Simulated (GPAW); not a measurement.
**CaO (Lime): optical spectrum from first principles**

Wanted: where CaO (Lime) starts to absorb, how strongly, and its refractive index.

Method: DFT, PBE, plane-wave PAW (GPAW data sets), scalar-relativistic, RPA, optical limit, in GPAW 26.7.0.

## (1) Set-up

Symmetry: Fm-3m, No. 225, cubic system. The conventional cell has a = 4.813 Å, b = 4.813 Å, c = 4.813 Å, α = 90.00°, β = 90.00°, γ = 90.00°. Ca has 6 O at 2.41 Å nearest. O has 6 Ca at 2.41 Å nearest. Farther neighbours and most contacts between anions are not listed.

## (2) Ground state

First the ground state: is it a metal or has it a gap?

This step: DFT, PBE, plane-wave PAW (GPAW data sets), scalar-relativistic, ground state (GPAW 26.7.0).

Input file gs.py:

```python
from ase import Atoms
from ase.dft.bandgap import bandgap
from gpaw import GPAW, PW, FermiDirac

atoms = Atoms(['Ca', 'O'],
              cell=[[0.000000000000, 2.406500000000, 2.406500000000],
                    [2.406500000000, 0.000000000000, 2.406500000000],
                    [2.406500000000, 2.406500000000, 0.000000000000]],
              scaled_positions=[[0.000000000000, 0.000000000000, 0.000000000000],
                                [0.500000000000, 0.500000000000, 0.500000000000]],
              pbc=[True, True, True])
atoms.calc = GPAW(mode=PW(500), xc='PBE', kpts={'size': (8, 8, 8), 'gamma': True},
                  occupations=FermiDirac(0.05), maxiter=150, txt='gs.txt')
print('energy (eV)', atoms.get_potential_energy())
print('Fermi level (eV)', atoms.calc.get_fermi_level())
print('valence electrons', atoms.calc.get_number_of_electrons())
print('gap (eV)', bandgap(atoms.calc, output=None)[0])
print('direct gap (eV)', bandgap(atoms.calc, direct=True, output=None)[0])
atoms.calc.write('gs.gpw')
```

Command:

```sh
$ OMP_NUM_THREADS=1 python gs.py
```

Numbers of over 12 decimals in the logs are rounded to 6 here.

The log of the run:

```text
__  _  _
 | _ |_)|_||  |
 |__||  | ||/\| - 26.7.0

Versions:
  Python: 3.12.14
  ASE:    3.29.0
  Numpy:  2.5.5
  Scipy:  1.18.1
  Libxc:  7.0.0

Input parameters:
  mode=PW(ecut=500.0),
  kpts=MonkhorstPack(size=(8, 8, 8), gamma=True),
  maxiter=150,
  occupations=Occupations(name='fermi-dirac', width=0.05, fixmagmom=False),
  xc=XC(name='PBE')

Diagonalizing LCAO Hamiltonian
Converting LCAO to pw mode

               O

       Ca

Atoms  # Å, Bohr magnetons
|   | symbol |        x |        y |        z |    initial magnetic moments |
| 0 |     Ca | 0.000000 | 0.000000 | 0.000000 | ( 0.0000,  0.0000,  0.0000) |
| 1 |      O | 2.406500 | 2.406500 | 2.406500 | ( 0.0000,  0.0000,  0.0000) |

Unit cell  # Å
| periodic |        x |        y |        z |  lengths |    angles |
|      yes | 0.000000 | 2.406500 | 2.406500 | 3.403305 | 60.000000 |
|      yes | 2.406500 | 0.000000 | 2.406500 | 3.403305 | 60.000000 |
|      yes | 2.406500 | 2.406500 | 0.000000 | 3.403305 | 60.000000 |

Number of symmetries: 48
Symmetry operations  # r_c * U_cc + t_c -> r_c
|    | kind |            matrix            |
|  0 |  σ   |  1, 0, 0,  1, 0,-1,  1,-1, 0 |
|  1 |  C2  |  1, 0, 0,  1,-1, 0,  1, 0,-1 |
|  2 |  E   |  1, 0, 0,  0, 1, 0,  0, 0, 1 |
|  3 |  σ   |  1, 0, 0,  0, 0, 1,  0, 1, 0 |
|  4 |  C4  |  1, 0,-1,  1, 0, 0,  1,-1, 0 |
|  5 |  S6  |  1, 0,-1,  1,-1, 0,  1, 0, 0 |
|  6 |  σ   |  1, 0,-1,  0, 1,-1,  0, 0,-1 |
|  7 |  C3  |  1, 0,-1,  0, 0,-1,  0, 1,-1 |
|  8 |  S6  |  1,-1, 0,  1, 0, 0,  1, 0,-1 |
|  9 |  C4  |  1,-1, 0,  1, 0,-1,  1, 0, 0 |
| 10 |  C3  |  1,-1, 0,  0,-1, 1,  0,-1, 0 |
| 11 |  σ   |  1,-1, 0,  0,-1, 0,  0,-1, 1 |
| 12 |  σ   |  0, 1, 0,  1, 0, 0,  0, 0, 1 |
| 13 |  C4  |  0, 1, 0,  0, 1,-1, -1, 1, 0 |
| 14 |  C3  |  0, 1, 0,  0, 0, 1,  1, 0, 0 |
| 15 |  S6  |  0, 1, 0, -1, 1, 0,  0, 1,-1 |
| 16 |  C2  |  0, 1,-1,  1, 0,-1,  0, 0,-1 |
| 17 |  σ   |  0, 1,-1,  0, 1, 0, -1, 1, 0 |
| 18 |  S4  |  0, 1,-1,  0, 0,-1,  1, 0,-1 |
| 19 |  C4  |  0, 1,-1, -1, 1, 0,  0, 1, 0 |
| 20 |  C3  |  0, 0, 1,  1, 0, 0,  0, 1, 0 |
| 21 |  σ   |  0, 0, 1,  0, 1, 0,  1, 0, 0 |
| 22 |  S6  |  0, 0, 1,  0,-1, 1, -1, 0, 1 |
| 23 |  C4  |  0, 0, 1, -1, 0, 1,  0,-1, 1 |
| 24 |  S4  |  0, 0,-1,  1, 0,-1,  0, 1,-1 |
| 25 |  C3  |  0, 0,-1,  0, 1,-1,  1, 0,-1 |
| 26 |  C2  |  0, 0,-1,  0,-1, 0, -1, 0, 0 |
| 27 |  S6  |  0, 0,-1, -1, 0, 0,  0,-1, 0 |
| 28 |  S4  |  0,-1, 1,  1,-1, 0,  0,-1, 0 |
| 29 |  C4  |  0,-1, 1,  0, 0, 1, -1, 0, 1 |
| 30 |  C2  |  0,-1, 1,  0,-1, 0,  1,-1, 0 |
| 31 |  σ   |  0,-1, 1, -1, 0, 1,  0, 0, 1 |
| 32 |  C3  |  0,-1, 0,  1,-1, 0,  0,-1, 1 |
| 33 |  S6  |  0,-1, 0,  0, 0,-1, -1, 0, 0 |
| 34 |  S4  |  0,-1, 0,  0,-1, 1,  1,-1, 0 |
| 35 |  C2  |  0,-1, 0, -1, 0, 0,  0, 0,-1 |
| 36 |  C2  | -1, 1, 0,  0, 1, 0,  0, 1,-1 |
| 37 |  S6  | -1, 1, 0,  0, 1,-1,  0, 1, 0 |
| 38 |  S4  | -1, 1, 0, -1, 0, 1, -1, 0, 0 |
| 39 |  C3  | -1, 1, 0, -1, 0, 0, -1, 0, 1 |
| 40 |  S6  | -1, 0, 1,  0, 0, 1,  0,-1, 1 |
| 41 |  C2  | -1, 0, 1,  0,-1, 1,  0, 0, 1 |
| 42 |  C3  | -1, 0, 1, -1, 1, 0, -1, 0, 0 |
| 43 |  S4  | -1, 0, 1, -1, 0, 0, -1, 1, 0 |
| 44 |  C2  | -1, 0, 0,  0, 0,-1,  0,-1, 0 |
| 45 |  i   | -1, 0, 0,  0,-1, 0,  0, 0,-1 |
| 46 |  σ   | -1, 0, 0, -1, 1, 0, -1, 0, 1 |
| 47 |  C2  | -1, 0, 0, -1, 0, 1, -1, 1, 0 |

BZ-sampling:
  Number of BZ points: 512
  Number of IBZ points: 29

  Monkhorst-Pack size: [8, 8, 8]
  Monkhorst-Pack shift: [0.0625, 0.0625, 0.0625]

K-points  # in reciprocal-cell coordinates
|     |                                coordinates |     weight |
|   0 | (  0.00000000,   0.00000000,   0.00000000) | 0.00195312 |
|   1 | (  0.12500000,   0.12500000,   0.00000000) | 0.01171875 |
|   2 | (  0.12500000,   0.12500000,   0.12500000) | 0.01562500 |
|   3 | (  0.25000000,   0.12500000,   0.12500000) | 0.02343750 |
|   4 | (  0.25000000,   0.25000000,   0.00000000) | 0.01171875 |
|   5 | (  0.25000000,   0.25000000,   0.12500000) | 0.04687500 |
|   6 | (  0.25000000,   0.25000000,   0.25000000) | 0.01562500 |
|   7 | (  0.37500000,   0.25000000,  -0.37500000) | 0.04687500 |
|   8 | (  0.37500000,   0.25000000,   0.12500000) | 0.04687500 |
|   9 | (  0.37500000,   0.25000000,   0.25000000) | 0.04687500 |
| ... |                                            |            |
|  28 | (  0.50000000,   0.50000000,   0.50000000) | 0.00781250 |

Plane wave coefficients: 725
Cutoff: 500.0 eV

Spin-components: 1 (collinear spins)
Bands:           9
Projectors:      10
Spin-degeneracy: 2
Datatype:        complex128

Parallelization:
  kpt:    1
  domain: 1
  band:   1

Density:
  Valence electrons: 16.0
  Components: 1
  Grid points: [18 18 18]
  Charge: 0.0  # |e|

Potential:
  Grid points: [18 18 18]

species:
  Ca:
    name:    Calcium
    id:
    Z:       20.0
    valence: 10
    core:    10
    charge:  0.0  # [|e|]
    compensation charges:
      type: gauss
      rc: 0.37  # [Å]
      lmax: 2
    cutoffs:
      filter: 2.10  # [Å]
      core: 1.17  # [Å]
    projectors
    | kind |    occ | energy [eV] | rcut [Å] |
    |   3s |  2.000 |     -47.086 |    1.175 |
    |   4s |  2.000 |      -3.766 |    1.175 |
    |   3p |  6.000 |     -28.008 |    1.154 |
    |    p |        |      -0.797 |    1.154 |
    |    d |        |       0.000 |    0.937 |

    Using partial waves for Ca as LCAO basis

  O:
    name:    Oxygen
    id:
    Z:       8.0
    valence: 6
    core:    2
    charge:  0.0  # [|e|]
    compensation charges:
      type: gauss
      rc: 0.21  # [Å]
      lmax: 2
    cutoffs:
      filter: 1.17  # [Å]
      core: 0.83  # [Å]
    projectors
    | kind |    occ | energy [eV] | rcut [Å] |
    |   2s |  2.000 |     -23.961 |    0.688 |
    |   2p |  4.000 |      -9.029 |    0.598 |
    |    s |        |       3.251 |    0.688 |
    |    p |        |      18.182 |    0.598 |
    |    d |        |       0.000 |    0.619 |

    Using partial waves for O as LCAO basis

Reference energy: -20551.721533  # eV

eigensolver:
  PPCG
  Converge bands: occupied
  niter=2

density mixing:
  MSR1-Mixer
  Pratt-step length: 0.05
  Maximum mixing coefficient: 0.75
  Old densities: 10
  SVD Regularization: 0.005
  Good broyden scale: 1.0
  Trust region scale: 1.0
  Backstep threshold: 4.0
  History deletion threshold: 6.0
  Fourier metric: weight=20.0, sigma=0.015

occupation numbers:
  Fermi-Dirac:
    width: 0.0500  # eV

poisson solver:
  ecut: 4000.0  # eV

xc functional:
  name: PBE with 2 nearest neighbor stencil

convergence criteria:
- Maximum [total energy] change in last 3 cyles: 0.0005 eV / valence electron
- Maximum integral of absolute [dens]ity change: 0.0001 electrons / valence electron
- Maximum integral of absolute [eigenst]ate change: 4e-08 eV^2 / valence electron
maximum number of iterations: 150

SCF iterations
|iter     |      energy | eigst |  dens |
|iter:   1||  -13.750239 | +0.34 |       |
|iter:   2||  -13.426912 | -1.24 | -0.96 |
|iter:   3||  -12.693345 | -0.39 | -1.02 |
|iter:   4||  -12.673952 | -1.71 | -1.46 |
|iter:   5||  -12.683022 | -3.01 | -1.73 |
|iter:   6||  -12.683195 | -3.63 | -2.53 |
|iter:   7||  -12.683259c| -4.60 | -3.18 |
|iter:   8||  -12.683254c| -5.75 | -3.69 |
|iter:   9||  -12.683253c| -6.51 | -4.31c|
|iter:  10||  -12.683253c| -8.06c| -4.90c|

Converged in 10 steps
SCF loop duration: 3.617 s (0.362 s/step)
Energy contributions relative to reference atoms: (reference = -20551.721533)

Energy contributions:
  Kinetic:          11.581672
  Coulomb:          -8.465246
  Zero:             -0.600447
  External:          0.000000
  Xc:              -15.199232
  Entropy:          -0.000000
  Spinorbit:         0.000000
  ----------------------------
  Free energy:     -12.683253
  Extrapolated:    -12.683253

dipole moment: (-15.858393, -15.858393, -15.858393)  # |e|*Ang

Fermi level: 5.871
Eigenvalues  # (at kpt = [0.000, 0.000, 0.000])
| band index |      eig [eV] | occ [0-2] |
|          0 |       -32.890 |     2.000 |
|          1 |       -13.688 |     2.000 |
|          2 |       -13.688 |     2.000 |
|          3 |       -13.688 |     2.000 |
|          4 |       -10.793 |     2.000 |
|          5 |         4.745 |     2.000 |
|          6 |         4.745 |     2.000 |
|          7 |         4.745 |     2.000 |
|          8 |         9.434 |     0.000 |

Gap: 3.694 eV
Transition (v -> c):
  (s=0, k=0, n=7, [0.00, 0.00, 0.00]) -> (s=0, k=24, n=8, [0.50, 0.50, 0.00])
Direct/indirect transitions are different
Direct gap: 4.069 eV
Transition at: (s=0, k=24, n=7, [0.50, 0.50, 0.00])

--- standard output ---
energy (eV) -12.683253
Fermi level (eV) 5.871160
valence electrons 16.0
gap (eV) 3.693973
direct gap (eV) 4.069350
```

Wall time 4.9 s (1 thread of Arm Neoverse V2, shared host); peak memory 0.12 GiB.

Read-outs, printed or worked out from the files:

```
energy                 : -12.68 eV
Fermi energy           : 5.871 eV
gap on the k-mesh      : 3.694 eV
direct gap on the mesh : 4.069 eV
electrons              : 16
```

There is a gap, 3.69 eV on this mesh (points off the mesh can give less), so no carriers' term is needed.

## (3) Bands for the response

At the fixed density, many empty bands are solved on the mesh of the response, since the spectrum sums over them.

This step: DFT, PBE, plane-wave PAW (GPAW data sets), scalar-relativistic, bands at fixed density (GPAW 26.7.0).

Input file nscf.py:

```python
from ase.dft.bandgap import bandgap
from gpaw import GPAW, FermiDirac

calc = GPAW('gs.gpw').fixed_density(kpts={'size': (12, 12, 12), 'gamma': True}, nbands=30, convergence={'bands': 24},
                                    occupations=FermiDirac(0.001), txt='nscf.txt')
print('gap (eV)', bandgap(calc, output=None)[0])
print('direct gap (eV)', bandgap(calc, direct=True, output=None)[0])
print('top band over the Fermi level (eV)', min(calc.get_eigenvalues(kpt=k)[23] for k in range(len(calc.get_ibz_k_points()))) - calc.get_fermi_level())
calc.write('full.gpw', mode='all')
```

Command:

```sh
$ OMP_NUM_THREADS=1 python nscf.py
```

The log of the run:

```text
Diagonalizing LCAO Hamiltonian
Converting LCAO to pw mode
convergence criteria:
- Maximum integral of absolute [eigenst]ate change: 4e-08 eV^2 / valence electron
maximum number of iterations: 150

SCF iterations
|iter     |      energy | eigst |  dens |
|iter:   1||             | +3.34 |       |
|iter:   2||             | +1.33 |       |
|iter:   3||             | -1.29 |       |
|iter:   4||             | -2.99 |       |
|iter:   5||             | -5.07 |       |
|iter:   6||             | -6.56 |       |
|iter:   7||             | -7.71c|       |
SCF steps: 7
  __  _  _
 | _ |_)|_||  |
 |__||  | ||/\| - 26.7.0

Versions:
  Python: 3.12.14
  ASE:    3.29.0
  Numpy:  2.5.5
  Scipy:  1.18.1
  Libxc:  7.0.0

Input parameters:
  mode=PW(ecut=500.0),
  convergence={'bands': 24},
  gpts=array([18, 18, 18]),
  kpts=MonkhorstPack(size=(12, 12, 12), gamma=True),
  maxiter=150,
  nbands=30,
  occupations=Occupations(name='fermi-dirac', width=0.001, fixmagmom=False),
  parallel={},
  xc=XC(name='PBE')

--- standard output ---
gap (eV) 3.693897
direct gap (eV) 4.069274
top band over the Fermi level (eV) 26.859134
```

Elapsed: 20 s, on 1 thread; peak memory 0.16 GiB.

## (4) Dielectric function, RPA

Local fields let the induced charge screen the field inside the cell, which as a rule lowers ε, most along directions where the density is uneven.

This step: DFT, PBE, plane-wave PAW (GPAW data sets), scalar-relativistic, RPA, optical limit (GPAW 26.7.0).

Input file df.py:

```python
from gpaw.response.df import DielectricFunction

df = DielectricFunction('full.gpw', frequencies={'type': 'nonlinear', 'domega0': 0.03, 'omega2': 8},
                        ecut=60,
                        eta=0.15,
                        nbands=24,
                        txt='df.txt')
for direction in ['x']:
    df.get_dielectric_function(xc='RPA', direction=direction, filename=f'df_{direction}.csv')
```

Command:

```sh
$ OMP_NUM_THREADS=1 python df.py
```

The log of the run:

```text
Using integrator: PointIntegrator
NonLinearFrequencyDescriptor(from 0.000 to 71.584 eV, 508 points)
Nonperiodic BCs:  [False False False]
Using integrator: PointIntegrator
NonLinearFrequencyDescriptor(from 0.000 to 71.584 eV, 508 points)
Nonperiodic BCs:  [False False False]

Calculating chi0 body with:
    Ground state adapter containing:
    Number of spins: 1
    Number of kpoints: 1728
    Number of irreducible kpoints: 72
    Number of completely occupied states: 8
    Number of partially occupied states: 8

    Linear response parametrization:
    q_c: [0.0, 0.0, 0.0]
    Number of frequency points: 508
    Planewave cutoff: 60.0
    Number of bands: 24
    Number of planewaves: 27
    Broadening (eta): 0.15

Integrating chi0 body.

Symmetries of q_c:
    Direct symmetries (Uq -> q): 48
    Indirect symmetries (TUq -> q): 0
In total 48 allowed symmetries.

72 groups of equivalent kpoints. 95.833333% reduction.

Integral kind: spectral function

Calculating chi0 optical extensions with:
    Ground state adapter containing:
    Number of spins: 1
    Number of kpoints: 1728
    Number of irreducible kpoints: 72
    Number of completely occupied states: 8
    Number of partially occupied states: 8

    Linear response parametrization:
    Number of frequency points: 508
    Planewave cutoff: 60.0
    Number of bands: 24
    Number of planewaves: 27
    Broadening (eta): 0.15
Integrating chi0 head and wings.

Symmetries of q_c:
    Direct symmetries (Uq -> q): 48
    Indirect symmetries (TUq -> q): 0
In total 48 allowed symmetries.

72 groups of equivalent kpoints. 95.833333% reduction.

Integral kind: spectral function wings
```

It took 5.1 s on 1 thread; peak memory 0.21 GiB.

Read-outs, printed or worked out from the files:

```
electronic dielectric constant ε∞, mean over x, y and z (by symmetry where fewer were run) : 3.603
main peak of Im epsilon, first axis                                                        : 9.452 eV
centre of weight of the strongest loss peak in the window                                  : 12.22 eV
```

Some rows of df_x.csv (energy; Re and Im without local fields; Re and Im with them):

```text
0.000000, 3.833347, -0.000000, 3.602718, -0.000000
0.555532, 3.847721, 0.007845, 3.615901, 0.007193
1.143969, 3.895972, 0.017065, 3.660120, 0.015629
1.768324, 3.991044, 0.029375, 3.747090, 0.026836
2.431988, 4.159822, 0.048877, 3.900941, 0.044440
3.138794, 4.470350, 0.090028, 4.182012, 0.081048
3.893091, 5.207888, 0.306465, 4.838506, 0.268279
4.699832, 5.309814, 1.752087, 5.001860, 1.525003
5.564682, 4.823460, 2.745101, 4.662922, 2.461582
6.494155, 4.127493, 3.248134, 4.072889, 3.046271
7.495775, 3.947753, 3.671349, 3.852368, 3.544084
8.578281, 2.142731, 5.314141, 2.048172, 5.225389
9.751884, -1.269742, 5.201513, -1.311806, 5.121369
11.028587, -1.276355, 1.508441, -1.318037, 1.515153
12.422601, 0.352152, 0.413101, 0.189342, 0.387461
13.950874, 1.341977, 0.514464, 1.154043, 0.448228
15.633783, 1.048326, 1.434791, 0.909563, 1.343054
17.496047, 0.929330, 0.963234, 0.778988, 0.819604
19.567954, 0.963800, 0.747367, 0.709907, 0.792568
```

(Part 1 of 2 ends here.)

[Machine, clock and banner lines and Python warnings are left out of the logs.]

[Logs are printed without paths, hosts, clocks, repeated set-up lines and the standing remarks that a program may print on its own settings, such as how far it seeks lower states.]

[Hosts, paths, dates, database ids (printed as entryN), source tags and the programs' standing remarks are cut or masked in the printed files.]
